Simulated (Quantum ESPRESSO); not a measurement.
## BaTiO3 (Pm-3m): zone-centre phonons

Which modes does BaTiO3 (Pm-3m) have at the zone centre?

Method: DFT LDA, scalar-relativistic, plane waves, PseudoDojo norm-conserving pseudopotentials, in Quantum ESPRESSO 7.5.

Most raw output is cut from this account.

## Step 1: The starting structure

Symmetry: Pm-3m, No. 221, cubic system. The conventional cell has a = 4.006 Å, b = 4.006 Å, c = 4.006 Å, α = 90.00°, β = 90.00°, γ = 90.00°. Nearest to Ba lie 12 O at 2.83 Å. Nearest to Ti lie 6 O at 2.00 Å. Nearest to O lie 2 Ti at 2.00 Å and 4 Ba at 2.83 Å. Farther neighbours and most contacts between anions are not listed.

## Step 2: A first look

Before anything dear is run, a loose run with smearing shows whether this is a metal and how far the cell is from rest.

probe.in

```
 &control
    calculation='scf',
    prefix='x',
    outdir='./tmp',
    pseudo_dir='./pseudo',
    tprnfor=.true.,
    tstress=.true.,
    verbosity='high',
 /
 &system
    ibrav=0,
    nat=5,
    ntyp=3,
    ecutwfc=92.0,
    occupations='smearing',
    smearing='gaussian',
    degauss=0.01,
 /
 &electrons
    conv_thr=1.0d-07,
    mixing_beta=0.7,
    electron_maxstep=100,
 /
ATOMIC_SPECIES
 Ba    137.3270  Ba.upf
 Ti     47.8670  Ti.upf
 O      15.9990  O.upf
CELL_PARAMETERS angstrom
     4.006000000    0.000000000    0.000000000
     0.000000000    4.006000000    0.000000000
     0.000000000    0.000000000    4.006000000
ATOMIC_POSITIONS crystal
 Ba     0.500000000   0.500000000   0.500000000
 Ti     0.000000000   0.000000000   0.000000000
 O      0.500000000   0.000000000   0.000000000
 O      0.000000000   0.500000000   0.000000000
 O      0.000000000   0.000000000   0.500000000
K_POINTS automatic
 4 4 4 0 0 0
```

The run is started by

```sh
$ OMP_NUM_THREADS=1 mpirun -n 8 pw.x -nk 8 -in probe.in > probe.out
```

It took 11 s on 8 MPI ranks of Arm Neoverse N1, shared host; 91 s of CPU time.

Read from the output:

```
volume per atom   : 12.86 Å³
pressure          : -8.923 GPa
gap on the k-mesh : 1.696 eV
```

A gap of 1.7 eV opens on this mesh, so the crystal is taken as an insulator; the start stands at -8.9 GPa.

## Step 3: Relaxation

The relaxation runs at a cutoff a fifth above that of the response, since stress converges more slowly with the basis than frequencies do. Forces and stress are brought to rest with tight thresholds.

relax.in

```
 &control
    calculation='vc-relax',
    prefix='x',
    outdir='./tmp',
    pseudo_dir='./pseudo',
    tprnfor=.true.,
    tstress=.true.,
    forc_conv_thr=2.0d-05,
    etot_conv_thr=1.0d-07,
    nstep=40,
 /
 &system
    ibrav=0,
    nat=5,
    ntyp=3,
    ecutwfc=110,
    occupations='fixed',
    nbnd=22,
 /
 &electrons
    conv_thr=1.0d-11,
    mixing_beta=0.7,
    electron_maxstep=100,
 /
 &ions
 /
 &cell
    press_conv_thr=0.2,
 /
ATOMIC_SPECIES
 Ba    137.3270  Ba.upf
 Ti     47.8670  Ti.upf
 O      15.9990  O.upf
CELL_PARAMETERS angstrom
     4.006000000    0.000000000    0.000000000
     0.000000000    4.006000000    0.000000000
     0.000000000    0.000000000    4.006000000
ATOMIC_POSITIONS crystal
 Ba     0.500000000   0.500000000   0.500000000
 Ti     0.000000000   0.000000000   0.000000000
 O      0.500000000   0.000000000   0.000000000
 O      0.000000000   0.500000000   0.000000000
 O      0.000000000   0.000000000   0.500000000
K_POINTS automatic
 6 6 6 0 0 0
```

The run is started by

```sh
$ OMP_NUM_THREADS=1 mpirun -n 8 pw.x -nk 8 -in relax.in > relax.out
```

Wall time 4 min (8 MPI ranks).

The steps of the relaxation:

```tsv
step	energy less that of the first step (eV)	largest force (eV/Å)	pressure (GPa)	volume (Å³)
1	0.0000	0.0000	-8.96	64.29
2	-0.0935	0.0000	-1.05	61.39
3	-0.0946	0.0000	0.10	61.03
4	-0.0946	0.0000	0.00	61.06
5	-0.0946	0.0000	0.00	61.06
6	-0.0946	0.0000	0.00	61.06
```

```tsv
conventional cell, symmetrised	before	after	change
a (Å)	4.006	3.938	-1.7 %
b (Å)	4.006	3.938	-1.7 %
c (Å)	4.006	3.938	-1.7 %
volume (Å³/atom)	12.86	12.21	-5.0 %
```

The last row of the table of steps is pw.x's closing run on a basis chosen anew for the final cell, so its energy can jump.

Read from the output:

```
volume per atom   : 12.21 Å³
pressure          : 0 GPa
gap on the k-mesh : 1.812 eV
```

The volume changes by -5.0 % from the cell with which this run began.

## Step 4: Ground state

Perturbation theory inherits every error of the wavefunctions, so the threshold is set near the limit of the arithmetic. With a gap, occupations are fixed, which also allows the response to an electric field.

scf.in

```
 &control
    calculation='scf',
    prefix='x',
    outdir='./tmp',
    pseudo_dir='./pseudo',
    tprnfor=.true.,
    tstress=.true.,
 /
 &system
    ibrav=0,
    nat=5,
    ntyp=3,
    ecutwfc=92.0,
    occupations='fixed',
    nbnd=22,
 /
 &electrons
    conv_thr=1.0d-12,
    mixing_beta=0.7,
    electron_maxstep=100,
 /
ATOMIC_SPECIES
 Ba    137.3270  Ba.upf
 Ti     47.8670  Ti.upf
 O      15.9990  O.upf
CELL_PARAMETERS angstrom
     3.937824961    0.000000000    0.000000000
     0.000000000    3.937824961    0.000000000
     0.000000000    0.000000000    3.937824961
ATOMIC_POSITIONS crystal
 Ba     0.500000000   0.500000000   0.500000000
 Ti     0.000000000   0.000000000   0.000000000
 O      0.500000000   0.000000000   0.000000000
 O      0.000000000   0.500000000   0.000000000
 O      0.000000000   0.000000000   0.500000000
K_POINTS automatic
 8 8 8 0 0 0
```

The run is started by

```sh
$ OMP_NUM_THREADS=1 mpirun -n 8 pw.x -nk 8 -in scf.in > scf.out
```

The job ended after 52 s (8 MPI ranks; 6.9 min of CPU time).

Read from the output:

| Property | Result |
| --- | --- |
| pressure | -0.003000 GPa |
| gap on the k-mesh | 1.813 eV |

The cell stands at -0.0030 GPa, close enough for phonons.

## Step 5: Linear response at Γ

At q = 0 one unit cell holds all displacements; symmetry groups them into irreducible representations that are solved one by one. The response to a field gives ε∞ and the Born charges, which polar modes need.

ph.in

```
phonons
 &inputph
    prefix='x',
    outdir='./tmp',
    fildyn='g.dyn',
    tr2_ph=1.0d-18,
    epsil=.true.,
 /
0.000000000000 0.000000000000 0.000000000000
```

The run is started by

```sh
$ OMP_NUM_THREADS=1 mpirun -n 8 ph.x -nk 8 -in ph.in > ph.out
```

Elapsed: 23 min, on 8 MPI ranks.

This step gave:

```yaml
miss_of_the_charge_sum_rule: 0.001730 e
largest_acoustic_frequency_at_the_zone_centre_before_the_sum_rule: -0.26 cm⁻¹
highest_optical_zone_centre_mode_no_lo_to_term: 480.2 cm⁻¹
lowest_optical_zone_centre_mode: -152.8 cm⁻¹
mean_high_frequency_dielectric_constant: 6.655
largest_born_charge_in_size_third_of_the_trace: 7.331 e
```

Born charge (rows field, columns displacement), before the sum rule (e), principal values of the symmetric part by kind of site:

```tsv
atom	atoms with these values	low	middle	high	mean
Ba1	1	2.77	2.77	2.77	2.77
Ti2	1	7.33	7.33	7.33	7.33
O3	3	-5.76	-2.17	-2.17	-3.37
```

In full for Ti2:

```
7.33 0.00 0.00
0.00 7.33 0.00
0.00 0.00 7.33
```

High-frequency dielectric tensor:

```
6.65 0.00 0.00
0.00 6.65 0.00
0.00 0.00 6.65
```

The acoustic modes at Γ come out as far as 0.3 cm⁻¹ from zero, where they should vanish, a small numerical error; the Born charges miss their sum rule by 0.0017 e, which is good. The lowest optical mode is imaginary, 153i cm⁻¹, an instability at this level and on this k mesh.

## Step 6: Zone-centre analysis

A rigid shift of the crystal must cost nothing, but grids and finite bases break this; the acoustic sum rule is imposed before the matrix is diagonalised again. With Born charges the intensities follow; a static dielectric tensor has no meaning with imaginary modes.

dynmat.in

```
 &input
    fildyn='g.dyn',
    asr='simple',
    fileig='dynmat.eig',
    lperm=.true.,
 /
```

The run is started by

```sh
$ dynmat.x -in dynmat.in > dynmat.out
```

It took 0.49 s on 1 thread.

Unit eigenvectors of the mass-weighted matrix after the sum rule; no LO-TO term. Modes at Γ, with each element's share of the kinetic energy (negative means imaginary):

```tsv
mode	frequency (cm⁻¹)	Ba %	Ti %	O %
1	-152.8	0	46	54
2	-152.8	0	46	54
3	-152.8	0	46	54
4	0.0	59	21	21
5	0.0	59	21	21
6	0.0	59	21	21
7	183.7	41	31	28
8	183.7	41	31	28
9	183.7	41	31	28
10	288.7	0	0	100
11	288.7	0	0	100
12	288.7	0	0	100
13	480.2	0	2	98
14	480.2	0	2	98
15	480.2	0	2	98
```

Displacements in mode 3 (-152.8 cm⁻¹), the largest set to 1:
```
Ba1  0.01  0.00  0.00
Ti2  0.69  0.02  0.00
O3  -1.00 -0.02  0.00
O4  -0.59 -0.03  0.00
O5  -0.59 -0.02  0.00
```

Displacements in mode 15 (480.2 cm⁻¹), the largest set to 1:
```
Ba1 -0.01  0.00  0.00
Ti2  0.11  0.02  0.00
O3   1.00 -0.10  0.00
O4  -0.65  0.15  0.00
O5  -0.65 -0.10  0.00
```

Degenerate modes summed, no LO-TO term; imaginary modes left out. Lines of the infrared spectrum (strongest = 100):

```tsv
position (cm⁻¹)	lines merged	IR intensity, relative
184	3	61
289	3	0.0
480	3	100
```

The rule moves no optical mode by more than 0.1 cm⁻¹.

## Step 7: The LO-TO splitting (1 0 0)

A longitudinal polar mode sets up a macroscopic field that stiffens it; the term hangs on the direction from which q goes to zero.

dynmat.in

```
 &input
    fildyn='g.dyn',
    asr='simple',
    fileig='dynmat.eig',
    q(1)=1.0,
    q(2)=0.0,
    q(3)=0.0,
 /
```

The run is started by

```sh
$ dynmat.x -in dynmat.in > dynmat.out
```

The job ended after 0.47 s (1 thread).

Read from the output:

| Item | Value |
| --- | --- |
| highest mode moved by the LO-TO term | 680.7 cm⁻¹ |

Zone-centre frequencies as printed; negative means imaginary. Modes:

```tsv
mode	frequency (cm⁻¹)
1	-152.8
2	-152.8
3	0
4	0
5	0
6	179.2
7	183.7
8	183.7
9	288.7
10	288.7
11	288.7
12	459.1
13	480.2
14	480.2
15	680.7
```

The field moves 3 modes; the highest of them now lies at 681 cm⁻¹, where the highest that moved away lay at 480.

## Step 8: Outcome

* space group after relaxation: Pm-3m
* volume per atom: 12.2 Å³
* gap on the k-mesh: 1.81 eV
* highest optical zone-centre mode (no LO-TO term): 480.2 cm⁻¹
* lowest optical zone-centre mode: -152.8 cm⁻¹
* highest mode moved by the LO-TO term: 680.7 cm⁻¹
* mean high-frequency dielectric constant: 6.65
* largest Born charge in size (third of the trace): 7.33 e
* imaginary optical modes at the zone centre (no q mesh in this session): yes

**Reading.** At the LDA level the optical modes of BaTiO3 (Pm-3m) at the zone centre (no LO-TO term) run from 153i to 480 cm⁻¹, so the structure is a saddle point, with 3 modes beyond 10i cm⁻¹ there. Along the directions run, the highest mode that the macroscopic field moves lies at 681 cm⁻¹. Of the 12 optical modes, 9 are infrared active alone and 3 are silent. These are harmonic frequencies at zero temperature: anharmonic shifts and linewidths and thermal expansion are left out. Spin-orbit coupling is left out, which can matter for the heavy elements here. The published file for Ba has no f projectors, which tends to make oxide cells too large.

[Host names and launcher messages were left out of these logs when they were recorded.]

[Logs are printed without paths, hosts, clocks, repeated set-up lines and the standing remarks that a program may print on its own settings, such as how far it seeks lower states.]

[Hosts, paths, dates, database ids (printed as entryN), source tags and the programs' standing remarks are cut or masked in the printed files.]
